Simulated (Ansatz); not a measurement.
# Lattice dynamics of SiTe2 monolayer (1T), part 2 of 3

Wanted: phonon frequencies of SiTe2 monolayer (1T) and what follows from them.

Ansatz 0.2.0; DFT PBEsol, scalar-relativistic, plane waves, PAW.

So far: The starting structure; Relaxation.

## 3. Tight relaxation

Phonons need a cell at rest on their own settings, so the relaxation is repeated with tight tolerances on forces and stress, using the mesh and the filling of the phonon run that follows.

Input file input.yaml:

```yaml
crystal:
  lattice:
    - [3.7390263088, 0.0, 0.0]
    - [-1.8695131544, 3.2380917689, 0.0]
    - [0.0, 0.0, 30.424]
  atoms:
    - { symbol: Si, position: [0.0, 0.0, 0.328687878] }
    - { symbol: Te, position: [0.3333333333, 0.6666666667, 0.3818228849] }
    - { symbol: Te, position: [0.6666666667, 0.3333333333, 0.275552871] }
  periodic: [true, true, false]
kpoints:
  mp_grid: { grid: [15, 15, 1] }
hamiltonian:
  xc: pbesol
scf:
  occupations: { method: methfessel_paxton, width: 0.15 }
output:
  forces: true
  stress: true
  eigenvalues: true
  write_density: true
  write_potential: true
  elf: true
  volumetric_format: npy
relax:
  adjacent_minimum: "off"
  f_tol: 0.001
  max_steps: 60
  cell: { stress_2d_tol: 0.002 }
```

Launch:

```sh
ansatz run input.yaml --threads 8 --pin off --max-ram 14336MiB --backend cpu --events-out ev --progress --plain --runs-dir out
```

Numbers of over 12 decimals in the logs are rounded to 6 here.

The log of the run:

```text
[...]
Crystal: 3 atoms, lattice volume = 368.353 Å³
Basis set: ecut = 420 eV, 7265 PW (Γ), exchange–correlation on 50×50×432 points (8 copies of the dense FFT grid, shifted against one another)
Bands: 22, of which v1, the nominal top of the filled ones, is band 18 counted from 1 (17 counted from 0)
Symmetry: 12 space group operations
[...]
k-points: 27 of 225
[...]
° read free of the cell's end (the report's vacuum.weakly_bound_levels)
--- Relaxed structure (4 steps of the walk, 3 accepted, 1 SCFs on fresh bases) ---
[...]
cell:  # Å, volume = 368.4304 Å³
    - [3.739420, 0, 0]
    - [-1.869710, 3.238433, 0]
    - [0, 0, 30.424]
  atoms:
    - { symbol: Si, position: [0, 0, 0.328688] }
    - { symbol: Te, position: [0.333333, 0.666667, 0.381812] }
    - { symbol: Te, position: [0.666667, 0.333333, 0.275564] }
[key lines of the parts left out:]
SCF converged after 10 iterations
Free energy (F): -14424.391198 eV
Fermi energy:    -4.869084 eV
P = ½ c Tr σ = 0.0016 N/m
```

The job ended after 12 s (8 threads of Arm Neoverse V2, shared host; peak memory 0.98 GiB; 84 s of CPU time).

Little changed from the start: no atom moved by 0.005 Å and no cell edge by 0.1 %.

Numbers from this step:

| Item | Value |
| --- | --- |
| area per atom | 4.037 Å² |

ELF in the ac plane at fractional y = 0.000, with atoms of Si within 0.2 Å of it. It is the smooth field of the valence electrons, not physical close to the nuclei.

Ten even steps from '_' (0.00) to '@' (0.64), each cell a mean:
```
____________________________
____________________________
____________________________
____________________________
____________________________
____________________________
____________________________
____________________________
____________________________
____________________________
____________________________
____________________________
____________________________
______::--++####**++--..____
....--**%%@@@@@@@@@@%%++::..
**##%%@@@@##**++**%%@@@@%%**
**##%%@@@@##++++**##@@@@%%**
..::--**%%@@@@@@@@@@%%++--::
______::==**######++--..____
____________________________
____________________________
____________________________
____________________________
____________________________
```
Columns run along a (3.7 Å), rows up along c (30.4 Å). Atoms in or near the plane, at fractional coordinates: Si at (0.00, 0.33).

Electrostatic potential energy in the ac plane at fractional y = 0.000, with atoms of Si within 0.2 Å of it. With pseudopotentials it is smooth inside the atoms' cores, unlike the true potential.

Ten even steps from '_' (-13 eV) to '@' (0 eV), each cell a mean:
```
@@@@@@@@@@@@@@@@@@@@@@@@@@@@
@@@@@@@@@@@@@@@@@@@@@@@@@@@@
@@@@@@@@@@@@@@@@@@@@@@@@@@@@
@@@@@@@@@@@@@@@@@@@@@@@@@@@@
@@@@@@@@@@@@@@@@@@@@@@@@@@@@
@@@@@@@@@@@@@@@@@@@@@@@@@@@@
@@@@@@@@@@@@@@@@@@@@@@@@@@@@
@@@@@@@@@@@@@@@@@@@@@@@@@@@@
@@@@@@@@@@@@@@@@@@@@@@@@@@@@
@@@@@@@@@@@@@@@@@@@@@@@@@@@@
@@@@@@@@@@@@@@@@@@@@@@@@@@@@
@@@@@@@@@@@@@@@@@@@@@@@@@@@@
@@@@@@@@@@@@@@@@@@@@@@@@@@@@
@@@@@@@@@@@@@@@@@@@@@@@@@@@@
%%%%%%##**==....::==**##%%%%
____..::==++++++++++==....__
______::==++++++**++--..____
%%%%%%##++--....::==**##%%%%
@@@@@@@@@@@@%%%%%%@@@@@@@@@@
@@@@@@@@@@@@@@@@@@@@@@@@@@@@
@@@@@@@@@@@@@@@@@@@@@@@@@@@@
@@@@@@@@@@@@@@@@@@@@@@@@@@@@
@@@@@@@@@@@@@@@@@@@@@@@@@@@@
@@@@@@@@@@@@@@@@@@@@@@@@@@@@
```
Columns run along a (3.7 Å; values clipped at the 3rd and 97th percentile), rows up along c (30.4 Å). Atoms in or near the plane, at fractional coordinates: Si at (0.00, 0.33).

Valence density in the ac plane at fractional y = 0.000, with atoms of Si within 0.2 Å of it. It is the smooth field of the valence electrons, not physical close to the nuclei.

Values in e/Å³, 24 rows by 14 columns, each cell a mean:
```
0.00 0.00 0.00 0.00 0.00 0.00 0.00 0.00 0.00 0.00 0.00 0.00 0.00 0.00
0.00 0.00 0.00 0.00 0.00 0.00 0.00 0.00 0.00 0.00 0.00 0.00 0.00 0.00
0.00 0.00 0.00 0.00 0.00 0.00 0.00 0.00 0.00 0.00 0.00 0.00 0.00 0.00
0.00 0.00 0.00 0.00 0.00 0.00 0.00 0.00 0.00 0.00 0.00 0.00 0.00 0.00
0.00 0.00 0.00 0.00 0.00 0.00 0.00 0.00 0.00 0.00 0.00 0.00 0.00 0.00
0.00 0.00 0.00 0.00 0.00 0.00 0.00 0.00 0.00 0.00 0.00 0.00 0.00 0.00
0.00 0.00 0.00 0.00 0.00 0.00 0.00 0.00 0.00 0.00 0.00 0.00 0.00 0.00
0.00 0.00 0.00 0.00 0.00 0.00 0.00 0.00 0.00 0.00 0.00 0.00 0.00 0.00
0.00 0.00 0.00 0.00 0.00 0.00 0.00 0.00 0.00 0.00 0.00 0.00 0.00 0.00
0.00 0.00 0.00 0.00 0.00 0.00 0.00 0.00 0.00 0.00 0.00 0.00 0.00 0.00
0.00 0.00 0.00 0.00 0.00 0.00 0.00 0.00 0.00 0.00 0.00 0.00 0.00 0.00
0.00 0.00 0.00 0.00 0.00 0.00 0.00 0.00 0.00 0.00 0.00 0.00 0.00 0.00
0.00 0.00 0.00 0.00 0.00 0.00 0.00 0.00 0.00 0.00 0.00 0.00 0.00 0.00
0.01 0.01 0.02 0.02 0.03 0.04 0.05 0.05 0.05 0.04 0.03 0.02 0.01 0.01
0.07 0.08 0.10 0.14 0.20 0.27 0.33 0.35 0.31 0.25 0.19 0.13 0.09 0.08
0.23 0.27 0.31 0.31 0.27 0.24 0.23 0.23 0.23 0.25 0.28 0.32 0.31 0.25
0.22 0.26 0.32 0.32 0.27 0.23 0.21 0.21 0.22 0.24 0.28 0.33 0.31 0.25
0.08 0.09 0.11 0.15 0.21 0.28 0.34 0.36 0.33 0.26 0.20 0.14 0.10 0.09
0.01 0.01 0.02 0.03 0.04 0.05 0.06 0.06 0.06 0.05 0.03 0.02 0.02 0.01
0.00 0.00 0.00 0.00 0.00 0.00 0.00 0.00 0.00 0.00 0.00 0.00 0.00 0.00
0.00 0.00 0.00 0.00 0.00 0.00 0.00 0.00 0.00 0.00 0.00 0.00 0.00 0.00
0.00 0.00 0.00 0.00 0.00 0.00 0.00 0.00 0.00 0.00 0.00 0.00 0.00 0.00
0.00 0.00 0.00 0.00 0.00 0.00 0.00 0.00 0.00 0.00 0.00 0.00 0.00 0.00
0.00 0.00 0.00 0.00 0.00 0.00 0.00 0.00 0.00 0.00 0.00 0.00 0.00 0.00
```
Columns run along a (3.7 Å), rows up along c (30.4 Å). Atoms in or near the plane, at fractional coordinates: Si at (0.00, 0.33).

The largest force component left is 0.30 meV/Å, within the tolerances set.

## 4. Modes at Γ

The zone centre comes first: it holds the modes that light can see, as far as symmetry allows. No field response is asked, since the mesh shows no gap.

input.yaml, the sections that differ from step 3:

```yaml
crystal:
  lattice:
    - [3.7394202481, 0.0, 0.0]
    - [-1.869710124, 3.2384329303, 0.0]
    - [0.0, 0.0, 30.424]
  atoms:
    - { symbol: Si, position: [0.0, 0.0, 0.328687878] }
    - { symbol: Te, position: [0.3333333333, 0.6666666667, 0.381811638] }
    - { symbol: Te, position: [0.6666666667, 0.3333333333, 0.2755641179] }
  periodic: [true, true, false]
output:
  eigenvalues: true
phonons:
  method: dfpt
# kpoints, hamiltonian, scf: as in step 3
# relax: removed
```

The log of the run:

```text
Warning: crystal.symmetry: narrowed to the stabiliser of the run's FFT grids — unitary ops 12 → 6. A phonons.method: dfpt run fills in the rows of the dynamical matrix that it does not solve by its symmetry operations, which is exact only for operations that map its FFT grids onto themselves: filled in by any other, the frequencies could depend on the order in which like atoms are typed, or, by more than the grids' own error, on where the crystal sits among the grids' points. Excluded: 6 operations. The run can therefore solve more perturbations, solve them on more k-points, or both, and cost more. [rest of the remark cut]
[...]
Crystal: 3 atoms, lattice volume = 368.430 Å³
Basis set: ecut = 420 eV, 7265 PW (Γ), exchange–correlation on 50×50×432 points (8 copies of the dense FFT grid, shifted against one another)
Bands: 22, of which v1, the nominal top of the filled ones, is band 18 counted from 1 (17 counted from 0)
Symmetry: 12 space group operations
k-points: 64 of 225 (irreducible under 2 space group operations, time reversal used)
[...]
SCF iter   1: F=—  HF=-14424.393290 eV  |F-HF|=—  |Δ(HF+E_count)|=         —  Δρ=1.27e-3  dr2=1.01e-2  ethr=1.77e-3  ⟨swp⟩=14.2  Hψ=11213  notcnv=0
[...]
SCF iter   9: F=-14424.391198 eV  HF=-14424.391198 eV  |F-HF|=7.28e-11  |Δ(HF+E_count)|=   1.22e-9  S|Δr|=    0.00e0  Δρ=1.52e-8  dr2=9.13e-13  ethr=1.00e-12  ⟨swp⟩=15.4  Hψ=11427  notcnv=0
SCF 1 converged in 9 iterations: F = -14424.391198 eV  dr2 = 9.13e-13
[...]
DFPT response loops at Γ: preconditioner auto → none (partly filled bands, converged f_vac=0.751); β = 0.50; Broyden in place of MSR1
SCF converged after 9 iterations
[...]
Free energy (F): -14424.391198 eV
[...]
Internal energy: -14424.390348 eV  (E = F + TS)
E sigma→0 (E₀):  -14424.390985 eV
Entropy (-TS):   -0.000850 eV (-0.283 meV/atom)
Fermi energy:    -4.869084 eV
Step filling:    the computed levels leave a gap of 0.0000 eV = 0.0 smearing widths at the electron count; against every level under it full and every level over it empty, smearing changes F+E_penalty+E_count by -1.841 meV and its σ→0 estimate by -1.629 meV
[...]
--- Band table (eV; the first three rows and the last of 64) ---
  k-point 0: bands = [... 14 lower, -5.3608, -5.3608, -4.7756, -4.7756, -3.3433, -1.6588, -1.4920, -1.4920]
  k-point 1: bands = [... 14 lower, -6.0567, -5.6391, -5.0926, -4.6349, -2.9258, -1.7240 (-1.7240°), -1.4215, -1.2243]
  k-point 2: bands = [... 14 lower, -6.7505, -6.1117, -5.8767, -4.5643, -2.8157, -1.7505, -1.1876, -0.5992]
  k-point 63: bands = [... 14 lower, -8.8260, -7.9633, -6.9457, -5.7504, -3.6777, -1.8116, -0.3733, 0.2343]
  ° read free of the cell's end (the report's vacuum.weakly_bound_levels)
--- Phonons (Γ-DFPT): 6 representative perturbations + reference, on 64 of 225 k-points (Σ response iterations 22) ---
  ASR residual: 4.286e-5 → 0.000e0 eV/Å²; symmetrization residual: 4.779e-6 eV/Å²
  The last average, over the group as it would stand without the narrowing to the FFT grids, took up to 6.594e-7 eV/Å² of the zone centre's force constants
  ASR residual per site (eV/Å²): 8.19e-6 4.29e-5 4.21e-5
  Γ frequencies (cm⁻¹): 0.00 0.00 0.00 81.99 81.99 147.70 205.73 205.73 304.09
  non-analytic LO–TO correction: not included (Born effective charges unavailable; polar crystals: no LO–TO splitting at Γ)
```

Elapsed: 47 s, on 8 threads; peak memory 2.2 GiB; 5.7 min of CPU time.

In the SCF lines HF is the Harris–Foulkes energy and dr2 the Hartree energy of the density residual, in eV; the loop may stop once dr2 is under the threshold and the program's other checks hold. Hψ counts applications of the Hamiltonian.

This step gave:

* sum-rule residual before enforcement: 4.29e-5 eV/Å²
* point group: -3m
* highest optical mode at the zone centre (no LO-TO term): 304.1 cm⁻¹
* lowest optical zone-centre mode: 81.99 cm⁻¹

Patterns of degenerate modes are one choice out of their space. Modes at Γ, with each element's share of the kinetic energy:

| mode | frequency (cm⁻¹) | symmetry | Si % | Te % |
| --- | --- | --- | --- | --- |
| 1 | 0.0 | acoustic | 10 | 90 |
| 2 | 0.0 | acoustic | 10 | 90 |
| 3 | 0.0 | acoustic | 10 | 90 |
| 4 | 82.0 | Eg | 0 | 100 |
| 5 | 82.0 | Eg | 0 | 100 |
| 6 | 147.7 | A1g | 0 | 100 |
| 7 | 205.7 | Eu | 90 | 10 |
| 8 | 205.7 | Eu | 90 | 10 |
| 9 | 304.1 | A2u | 90 | 10 |

Displacements in mode 4 (82.0 cm⁻¹), the largest set to 1:
```
Si1  0.00  0.00  0.00
Te2  0.00  1.00  0.00
Te3  0.00 -1.00  0.00
```

Displacements in mode 9 (304.1 cm⁻¹), the largest set to 1:
```
Si1  0.00  0.00  1.00
Te2  0.00  0.00 -0.11
Te3  0.00  0.00 -0.11
```

Before it was imposed, the acoustic sum rule was missed by 4.3e-5 eV/Å². Small misses are needed for a sound result but don't prove that mesh and cutoff are converged. The lowest optical mode is real, 82.0 cm⁻¹.

[end of part 2 of 3]

[Logs are printed without paths, hosts, clocks, repeated set-up lines and the standing remarks that a program may print on its own settings, such as how far it seeks lower states.]

[Hosts, paths, dates, database ids (printed as entryN), source tags and the programs' standing remarks are cut or masked in the printed files.]
